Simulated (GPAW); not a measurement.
# W2CCl2 MXene monolayer: work function by functional and basis, part 2 of 2

How far do functional and basis move the work function of W2CCl2 MXene monolayer?

GPAW 26.7.0; GPAW, PAW setups; layer in a repeated cell with vacuum, relaxation of atoms and in-plane cell (the session's first sound run).

So far, upper work function (eV): step 3 (plane waves, PBE) 4.03; step 5 (self-consistent run: xc = "RPBE") 3.93; step 6 (OptPBE vdW: xc = "optPBE-vdW", GPAW, PAW setups, GPAW) 4.29; step 7 (self-consistent run: xc = "vdW-DF2", GPAW, PAW setups, GPAW) 4.48; step 8 (self-consistent run: xc = "revPBE") 3.92.

## Step 9: Real-space grid: mode = "fd"

A real-space grid is a second complete basis, so it checks the plane-wave result.

run.py

```python
import json
import numpy as np
from ase import Atoms
from gpaw import GPAW

slab = Atoms(
    ['Cl', 'W', 'C', 'W', 'Cl'],
    positions=[
        [-0.00000, 1.95075, 8.00000],
        [1.68939, 0.97538, 9.80856],
        [0.00000, 0.00000, 10.72621],
        [-0.00000, 1.95075, 11.64387],
        [1.68939, 0.97538, 13.45242]],
    cell=[[3.37879, -0.0, 0.0], [-1.68939, 2.92612, 0.0], [0.0, 0.0, 21.4524]],
    pbc=[True, True, False])

slab.calc = GPAW(mode='fd', h=0.18, xc='PBE', kpts={'size': (12, 12, 1), 'gamma': True},
                 occupations={'name': 'fermi-dirac', 'width': 0.05}, nbands='160%',
                 convergence={'density': 1e-05}, maxiter=200,
                 poissonsolver={'dipolelayer': 'xy'},
                 symmetry={'tolerance': 1e-3}, txt='slab.txt')
result = {}
energy = slab.get_potential_energy()
fermi = slab.calc.get_fermi_level()
v = slab.calc.get_electrostatic_potential().mean((0, 1)) - fermi
n = slab.calc.get_pseudo_density().mean((0, 1))
L = slab.cell[2, 2]
z = np.arange(len(v)) * L / len(v)
low, high = slab.positions[:, 2].min(), slab.positions[:, 2].max()
below, above = np.interp([low - 5.8, high + 5.8], z, v)
slopes = [np.interp(x, z, np.gradient(v, z)) for x in (low - 5.8, high + 5.8)]
eps = np.array([[slab.calc.get_eigenvalues(k, s) for k in range(len(slab.calc.get_ibz_k_points()))]
                for s in range(slab.calc.get_number_of_spins())]) - fermi
top, bottom = eps[eps < 0].max(), eps[eps > 0].min()
dipole = slab.get_dipole_moment()[2]
print(f'energy {energy:.4f} eV, Fermi level {fermi:.4f} eV, dipole {dipole:.5f} e A')
print(f'potential 5.8 A off the faces, from the Fermi level: lower {below:.4f} eV, upper {above:.4f} eV')
print(f'slope of the potential there: lower {slopes[0]:.5f}, upper {slopes[1]:.5f} eV/A')
print(f'nearest levels on the mesh: {top:.4f} and {bottom:.4f} eV')
print('magnetic moment', round(slab.get_magnetic_moment(), 3))
result.update(energy=energy, fermi=fermi, dipole=dipole, below=below, above=above, slopes=slopes, edges=[top, bottom],
              z=z.tolist(), v=v.tolist(), n=n.tolist(), positions=slab.positions.tolist(),
              forces=slab.get_forces(apply_constraint=False).tolist(), moments=slab.get_magnetic_moments().tolist())
json.dump(result, open('result.json', 'w'))
```

Run with:

```console
> OMP_NUM_THREADS=1 OPENBLAS_NUM_THREADS=1 python run.py
```

The job ended after 3.4 min (1 thread of Arm Neoverse V1, shared host; peak memory 0.68 GiB).

This step gave:

```yaml
dipole_along_the_normal: 4.19e-4 e·Å
levels_nearest_the_fermi_level_on_the_mesh: -0.04197, 0.07712 eV from the Fermi level
upper_work_function: 4.029 eV
lower_work_function: 4.037 eV
```

The electrostatic potential energy of an electron (without an applied field's), less the Fermi level, planar mean oscillates, so the rows of the table below give means over windows of 1 Å about each position, cut where the curve ends. Its maxima inside the range that stand out by 2 % of the span (Å: eV): 8.8: -3.91, 10.5: -14.8, 11.0: -14.8, 12.7: -3.91. Its minima: 8.0: -17.3, 9.8: -22.1, 10.7: -16.1, 11.6: -22.1, 13.4: -17.4.

Electrostatic potential energy of an electron (without an applied field's), less the Fermi level, planar mean against z; means over each step:

z (Å), electrostatic potential energy of an electron (without an applied field's), less the Fermi level, planar mean (eV) and a bar from the least value:
```
        0        4.0 ##############################
        1        4.0 ##############################
        2        4.0 ##############################
        3        4.0 ##############################
        4        4.0 ##############################
        5        4.0 ##############################
        6        4.0 ##############################
        7        1.7 ###########################
        8      -12.0 #########
        9       -7.7 ###############
       10      -18.8 
       11      -16.5 ###
       12      -15.0 #####
       13       -9.1 #############
       14       -4.8 ##################
       15        3.7 #############################
       16        4.0 ##############################
       17        4.0 ##############################
       18        4.0 ##############################
       19        4.0 ##############################
       20        4.0 ##############################
       21        4.0 ##############################
```

The upper face's work function is 4.029 eV, against 4.029 eV in the first plane-wave PBE run at this geometry.

## Step 10: Atomic orbitals: mode = "lcao"

Atom-centred orbitals end a few angstrom from the surface, which tests how much the density's tail matters.

run.py: that of step 9 with these lines changed.

```diff
@@ -16,4 +16,4 @@
 
-slab.calc = GPAW(mode='fd', h=0.18, xc='PBE', kpts={'size': (12, 12, 1), 'gamma': True},
-                 occupations={'name': 'fermi-dirac', 'width': 0.05}, nbands='160%',
+slab.calc = GPAW(mode='lcao', basis='dzp', h=0.18, xc='PBE', kpts={'size': (12, 12, 1), 'gamma': True},
+                 occupations={'name': 'fermi-dirac', 'width': 0.05}, nbands='120%',
                  convergence={'density': 1e-05}, maxiter=200,
```

It took 2.8 min on 1 thread; peak memory 0.3 GiB.

Numbers from this step:

| Quantity | Value |
| --- | --- |
| levels nearest the Fermi level on the mesh | -0.06979, 0.08914 eV from the Fermi level |
| upper work function | 4.106 eV |
| lower work function | 4.113 eV |

The upper face's work function is 4.106 eV, against 4.029 eV in the first plane-wave PBE run at this geometry.

## Step 11: The ladder

Times are for 1 thread of Arm Neoverse V1, shared host. The series side by side:

| no. | run | upper work function (eV) | lower work function (eV) | time | memory (GiB) |
| --- | --- | --- | --- | --- | --- |
| 1 | pw | 4.029 | 4.036 | 1.8 min | 0.27 |
| 2 | LDA | 4.320 | 4.327 | 1.8 min | 0.28 |
| 3 | RPBE | 3.926 | 3.933 | 1.8 min | 0.27 |
| 4 | optPBE vdW | 4.286 | 4.294 | 2.1 min | 0.46 |
| 5 | vdW DF2 | 4.477 | 4.484 | 1.9 min | 0.46 |
| 6 | revPBE | 3.920 | 3.927 | 1.8 min | 0.28 |
| 7 | fd | 4.029 | 4.037 | 3.4 min | 0.68 |
| 8 | lcao | 4.106 | 4.113 | 2.8 min | 0.3 |

## Step 12: Side by side

Results and costs are gathered.

This step: comparison of work functions, dipole and cost (GPAW 26.7.0).

Ladder, by row:

| step | code | work function, upper (eV) | work function, lower (eV) | dipole (e Å) | wall time (s) | peak memory (GiB) | threads |
| --- | --- | --- | --- | --- | --- | --- | --- |
| pw | GPAW | 4.029 | 4.036 | 4.91e-4 | 105.1 | 0.27 | 1 |
| LDA | GPAW | 4.32 | 4.327 | 4.92e-4 | 107.8 | 0.28 | 1 |
| RPBE | GPAW | 3.926 | 3.933 | 4.91e-4 | 108.6 | 0.27 | 1 |
| optPBE-vdW | GPAW | 4.286 | 4.294 | 4.90e-4 | 124.8 | 0.46 | 1 |
| vdW-DF2 | GPAW | 4.477 | 4.484 | 4.91e-4 | 117 | 0.46 | 1 |
| revPBE | GPAW | 3.92 | 3.927 | 4.91e-4 | 105.5 | 0.28 | 1 |
| fd | GPAW | 4.029 | 4.037 | 4.19e-4 | 201.8 | 0.68 | 1 |
| lcao | GPAW | 4.106 | 4.113 | 4.19e-4 | 170.2 | 0.3 | 1 |

## Step 13: A changed run

One more run, with changed settings.

This step: GPAW, PAW setups; slab in vacuum (GPAW 26.7.0).

run.py: that of step 10 with these lines changed.

```diff
@@ -3,3 +3,3 @@
 from ase import Atoms
-from gpaw import GPAW
+from gpaw import GPAW, PW
 
@@ -16,5 +16,5 @@
 
-slab.calc = GPAW(mode='lcao', basis='dzp', h=0.18, xc='PBE', kpts={'size': (12, 12, 1), 'gamma': True},
-                 occupations={'name': 'fermi-dirac', 'width': 0.05}, nbands='120%',
-                 convergence={'density': 1e-05}, maxiter=200,
+slab.calc = GPAW(mode=PW(500), xc='PBE', kpts={'size': (12, 12, 1), 'gamma': True},
+                 occupations={'name': 'fermi-dirac', 'width': 0.05}, nbands='160%',
+                 convergence={'density': 1e-05}, maxiter=3,
                  poissonsolver={'dipolelayer': 'xy'},
```

Elapsed: 26 s, on 1 thread; peak memory 0.27 GiB.

The run stopped without converging, so none of its numbers is a property of the system.

The fault put into the input: too few SCF iterations (maxiter = 3).

## Step 14: What came out

```json
{
 "work function, upper and lower face": "4.029 and 4.036 eV",
 "dipole along the normal": "4.9e-4 e Å"
}
```

In words: With plane waves and PBE the work function is 4.03 eV on the upper face and 4.04 eV on the lower. Over the sound runs of the table the upper face's work function spans 3.920 (revPBE) to 4.477 eV (vdW-DF2). The starting lattice was a guess from atomic radii; the relaxation moved it by 8 %. The small printed dipole stands for a step of -9.0 meV from the lower to the upper face, and the probes find -7.5 meV; values this small are near the numerical noise of both. The layer's cell and atoms come from the relaxation; spin-orbit coupling and temperature are left out.

[Logs are printed without paths, hosts, clocks, repeated set-up lines and the standing remarks that a program may print on its own settings, such as how far it seeks lower states.]

[Hosts, paths, dates, database ids (printed as entryN), source tags and the programs' standing remarks are cut or masked in the printed files.]
